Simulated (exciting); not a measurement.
Two BSE runs for the O K edge of LuTlO2, space group R-3m. Run A: exciting, all-electron LAPW+lo, LDA, exchange and screened direct term (singlet BSE), 3×3×3 shifted k points, 29 conduction bands, |G+q| up to 3 bohr⁻¹, full RPA screening with nempty = 54, Lorentzian half width 0.45 eV. Run B has a fault in its input.

Energy from the Kohn–Sham onset, core level to the lowest empty state found on the meshes used; one zero for both, scaled to A's maximum:

```tsv
E (eV)	A	B
-5.5	0.01	0.01
-5.0	0.02	0.01
-4.5	0.02	0.01
-4.0	0.02	0.01
-3.5	0.03	0.02
-3.0	0.03	0.02
-2.5	0.04	0.02
-2.0	0.06	0.03
-1.5	0.09	0.03
-1.0	0.17	0.04
-0.5	0.41	0.06
0.0	0.44	0.11
0.5	0.34	0.25
1.0	0.39	0.47
1.5	0.52	0.33
2.0	0.70	0.29
2.5	0.85	0.39
3.0	0.88	0.46
3.5	0.85	0.60
4.0	0.66	0.61
4.5	0.50	0.67
5.0	0.49	0.68
5.5	0.50	0.62
6.0	0.50	0.60
6.5	0.47	0.61
7.0	0.55	0.61
7.5	0.76	0.62
8.0	0.95	0.55
8.5	0.96	0.51
9.0	0.64	0.45
9.5	0.49	0.40
10.0	0.44	0.41
10.5	0.35	0.45
11.0	0.32	0.50
11.5	0.31	0.65
12.0	0.26	1.00
12.5	0.21	1.13
13.0	0.24	0.80
13.5	0.28	0.60
14.0	0.26	0.52
14.5	0.27	0.42
15.0	0.28	0.39
15.5	0.32	0.37
16.0	0.37	0.36
16.5	0.38	0.36
17.0	0.31	0.39
17.5	0.25	0.46
18.0	0.22	0.45
18.5	0.21	0.38
19.0	0.19	0.31
19.5	0.18	0.26
20.0	0.18	0.26
20.5	0.18	0.27
21.0	0.20	0.25
21.5	0.20	0.23
22.0	0.21	0.22
22.5	0.22	0.23
23.0	0.21	0.24
23.5	0.18	0.28
```

**Question.** What most likely went wrong in run B?

The basis cutoff rgkmax is far too low (basis cutoff rgkmax from 7 to 3.5). The spectrum differs from run A by 59 % r.m.s. The highest maximum lies at 12.3 eV (1.19), against 8.3 eV (1.00). The first bright state moves from -0.35 to 0.93 eV. The lowest bare transition of this run lies at 1.48 eV, against 0.34. A small basis shifts bands and core levels against each other. Other settings could leave a like mark; this is the change that was made.

[Banner, clock and machine lines of the logs are left out without a mark of their own.]

[Logs are printed without paths, hosts, clocks, repeated set-up lines and the standing remarks that a program may print on its own settings, such as how far it seeks lower states.]

[Hosts, paths, dates, database ids (printed as entryN), source tags and the programs' standing remarks are cut or masked in the printed files.]
